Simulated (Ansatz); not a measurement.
# Calculated records

```cif
data_geh6cbr3n
_symmetry_space_group_name_H-M 'P1'
_symmetry_Int_Tables_number 1
_cell_length_a 5.5497
_cell_length_b 5.5591
_cell_length_c 5.6574
_cell_angle_alpha 97.571
_cell_angle_beta 90.953
_cell_angle_gamma 90.069
_cell_volume 172.99
loop_
_atom_site_label
_atom_site_type_symbol
_atom_site_symmetry_multiplicity
_atom_site_Wyckoff_symbol
_atom_site_fract_x
_atom_site_fract_y
_atom_site_fract_z
_atom_site_occupancy
C1 C 1 a 0.99770 0.92903 0.08842 1
N1 N 1 a 0.00215 0.08293 0.89487 1
H1 H 1 a 0.99928 0.04720 0.25987 1
H2 H 1 a 0.15608 0.19223 0.90741 1
H3 H 1 a 0.15741 0.81193 0.07607 1
H4 H 1 a 0.00146 0.97611 0.72985 1
H5 H 1 a 0.83322 0.81777 0.06946 1
H6 H 1 a 0.85183 0.19608 0.90071 1
Ge1 Ge 1 a 0.52035 0.51226 0.48900 1
Br1 Br 1 a 0.98114 0.51903 0.52542 1
Br2 Br 1 a 0.50347 0.43821 0.02893 1
Br3 Br 1 a 0.49623 0.96676 0.53082 1
_calc_subject 'Quasiparticle gap of GeH6CBr3N (CH3NH3GeBr3)'
_calc_method 'G0W0 on HSE06, plane waves, PAW; PAW set soft_1 (and 1 further level or step)'
_calc_program 'Ansatz 0.2.0'
_calc_settings_of_one_run 'cutoff 420 eV, 4×4×4 k-mesh, PAW set soft 1, empty bands 270, screening cutoff 78 eV, screening contour deformation, QP bands (v4, c4), halide Br, metal Ge, cation CH3NH3'
_calc_cost '2 runs, 3.1 min in all on 1 × NVIDIA H100 80GB HBM3 (shared by 6 runs) with 2 threads of AMD EPYC 7R13 (Zen 3), shared host (the runs of this entry)'
_calc_notes 'The structure was built from a prototype and need not be the compound’s stable phase. In doubt: masses and optical values from hybrid runs of this build are listed as unsure (in some of the runs), which bears on the screening that GW takes from such a start. The structure was relaxed with PBEsol-D3(BJ). Limits: no spin-orbit coupling. Bands and cutoff are finite, so the gap is not at the basis limit. The miss can reach some tenths of an eV and take either sign; the mesh is an error of its own.'
_calc_hse06_gap '1.66 eV, direct'
_calc_g0w0_gap_on_the_mesh '2.18 eV, from k = (-0.500, -0.500, -0.500) to k = (-0.500, -0.500, -0.500)'
_calc_gw_settings '4×4×4 mesh, 270 empty bands, screening to 78 eV, PAW set soft_1 files'
_calc_known_limits 'not at the basis limit; no spin-orbit coupling'
```

[Paths, hosts, dates, memory and timing lines, banners, echoed tables and standing remarks are left out of the program output.]

[Logs are printed without paths, hosts, clocks, repeated set-up lines and the standing remarks that a program may print on its own settings, such as how far it seeks lower states.]

[Runs of the session that timed out or met a known fault of the program may be left out.]

[Cells called generated may have been cut or substituted from an entry of the Crystallography Open Database or the Materials Project.]

[Hosts, paths, dates, database ids (printed as entryN), source tags and the programs' standing remarks are cut or masked in the printed files.]
